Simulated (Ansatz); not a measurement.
# Which site? Mg in place of Zn in glassy 58SiO2-42ZnO (mol %) (67 atoms): runs compared

Aim: make Mg in place of Zn at several sites of glassy 58SiO2-42ZnO (mol %) (67 atoms), relax each, and compare their energies.

Computed with Ansatz 0.2.0: Kohn-Sham DFT, PBEsol, PAW (set soft_1), plane waves.

**1. The cell as built**

The cell holds 67 atoms: 15 Si, 11 Zn and 41 O. Its edges and angles: a = 9.780 Å, b = 9.780 Å, c = 9.780 Å, α = 90.0°, β = 90.0°, γ = 90.0°. 67 atoms (15 Si, 11 Zn, 41 O) placed at random at 3.12 g/cm³, melted at 4000 K for 10 ps at fixed volume with the Morse and Coulomb pair potential with partial charges (Pedone, Malavasi, Menziani, Cormack and Segre, J. Phys. Chem. B 110, 11780 (2006)). Quenched from 4000 K to 300 K at 500 K/ps and fixed volume, held 10 ps at zero pressure.

What the set-up can't give: The quench rate of 500 K/ps is many orders above laboratory rates, so the cell is likely richer in defects and strain than a real sample. The network of bonds at the start is that of the classical potential that made the cell, and needn't be the one that DFT or experiment would give. Sampling is at Γ alone, for a cell whose shortest periodic width is 10 Å.

**2. The reference run**

The reference is a single point at the end of the relaxation.

Every defect cell starts from the geometry of this run and is relaxed in the fixed cell.

Its input, with most atom lines left out:

```yaml
crystal:
  lattice:
    - [9.78013, 0.0, 0.0]
    - [0.0, 9.78013, 0.0]
    - [0.0, 0.0, 9.78013]
  atoms:
    - { symbol: Si, position: [0.18114, 0.68473, 0.09295] }
    - { symbol: Si, position: [0.12628, 0.9556, 0.57652] }
    - { symbol: Si, position: [0.06913, 0.15494, 0.33173] }
    - { symbol: Si, position: [0.82897, 0.095, 0.15688] }
    - { symbol: Si, position: [0.47448, 0.27233, 0.89679] }
    - { symbol: Si, position: [0.66332, 0.3464, 0.13914] }
    - { symbol: Si, position: [0.94027, 0.34071, 0.77813] }
    [... atom lines 8 to 67 left out ...]
kpoints:
  mp_grid: { grid: [1, 1, 1] }
hamiltonian:
  xc: pbesol
  pseudopotentials: { kind: paw, azcp: { folder: soft_1 }, xc_functional: pbe }
scf:
  occupations: { method: fermi_dirac, width: 0.05 }
output:
  forces: true
  stress: true
  populations: true
  dos:
    method: { smearing: { sigma: 0.1 } }
    de: 0.1
    projected: { site_lists: { O: [O], Si: [Si], Zn: [Zn] } }
  eigenvalues: true
  write_density: true
  write_potential: true
  volumetric_format: npy
  elf: true
```

- free energy per atom: -1021.7037 eV/atom
- r.m.s. force component: 0.00897 eV/Å
- pressure: -2.291 GPa

Filled and empty levels are parted by 2.85 eV (at Γ alone); a semilocal functional tends to put such gaps too low. In a disordered cell it changes from sample to sample, and tail or defect levels can set it.

**3. The runs**

Each row is one run, on 4 threads of Arm Neoverse V2, shared host. The free energy is the program's total, comparable only between runs with the same functional, potentials and atoms.

```tsv
run	atoms	outcome	ionic steps, all passes	free energy (eV)	time	host memory (GiB)
Single point at the start	67	converged	-	-68448.670	7.9 s	1.2
Relaxation	67	converged	11	-68454.146	56 s	1.2
Single point at the relaxed geometry	67	converged	-	-68454.146	11 s	1.2
Mg on a site of Zn, site Zn23	67	converged	20	-67088.075	4.5 min	1.8
Mg on a site of Zn, site Zn16	67	converged	11	-67088.142	2.5 min	1.8
Mg on a site of Zn, site Zn26	67	converged	5	-67087.901	70 s	1.8
Mg on a site of Zn, site Zn18	67	converged	7	-67087.852	1.7 min	1.8
Mg on a site of Zn, site Zn22	67	converged	8	-67088.026	1.9 min	1.8
Mg on a site of Zn, site Zn21	67	converged	16	-67087.901	3.7 min	1.8
```

In some runs the program notes that starting moments were not kept.

Local excerpt of 12 atoms (numbers count through the whole input) about site Zn16, the cheapest one, after relaxation; x, y, z are measured from there.

```tsv
atom	x	y	z	distance (Å)	bonds
Mg16	-0.03	-0.02	0.03	0.05	5
O62	0.21	-1.33	-1.43	1.96	3
O65	0.48	1.93	0.15	2.00	3
O58	1.62	-0.74	1.00	2.05	3
O34	-1.18	-0.55	1.61	2.07	3
O30	-1.60	1.03	-0.95	2.13	3
Si7	-0.79	2.46	-0.77	2.69	4
Zn23	-0.68	-2.39	1.60	2.95	4
Zn17	2.06	-2.41	-0.42	3.20	5
Si12	2.36	0.06	2.18	3.21	4
Si2	1.10	-1.33	-2.78	3.27	4
Zn24	-3.10	-0.07	-1.33	3.37	4
```

The column of bonds counts only the pairs O-Si within 2.08 Å, O-Zn within 2.50 Å, O-Mg within 2.52 Å; other neighbours, such as metal atoms beside each other in a compound, aren't counted, and periodic images can show an atom twice.

**4. The sites compared**

All these cells hold the same atoms, so their energies can be compared with no chemical potential.

```tsv
site	neighbours	mean distance (Å)	atoms within 6 Å	energy over the best site (eV)	before relaxation (eV)	gain on relaxing (eV)
Zn16	O5	2.06	59	0.00	0.00	0.06
Zn23	O3	1.91	63	0.07	0.30	0.29
Zn22	O4	2.01	66	0.12	0.09	0.04
Zn21	O3	1.91	61	0.24	0.46	0.27
Zn26	O4	2.00	67	0.24	0.24	0.06
Zn18	O4	1.99	66	0.29	0.34	0.11
```

Neighbours are those of the relaxed host within 2.50 Å (O-Zn); other pairs aren't counted.

**5. Outcome**

The cheapest site is Zn16 (5 neighbours, O5); the dearest, Zn18 (4 neighbours, O4), costs 0.29 eV more. By coordination the energies over the best site are 0.07 to 0.24 eV with 3 neighbours, 0.12 to 0.29 eV with 4 neighbours and 0.00 eV with 5 neighbours. Relaxation gains 0.036 to 0.29 eV and leaves the best site the same.

**Limits.** Defects are neutral and interact with their images. The reference ran with fermi-dirac smearing of 0.05 eV, but 6 of the 6 defect cells with fermi-dirac smearing of 0.025 eV, spin polarised. In a disordered cell the relaxation can also rearrange atoms far from the site. In the spin-polarised runs the search for a state of lower energy was switched off. Only 6 of the 11 Zn sites were tried; unless symmetry makes the others alike to these, a cheaper one may exist. The pressure of -2.3 GPa means that a free cell would contract at this level.

The DFT runs together took 17 min of wall time.

[Logs are printed without paths, hosts, clocks, repeated set-up lines and the standing remarks that a program may print on its own settings, such as how far it seeks lower states.]

[Hosts, paths, dates, database ids (printed as entryN), source tags and the programs' standing remarks are cut or masked in the printed files.]
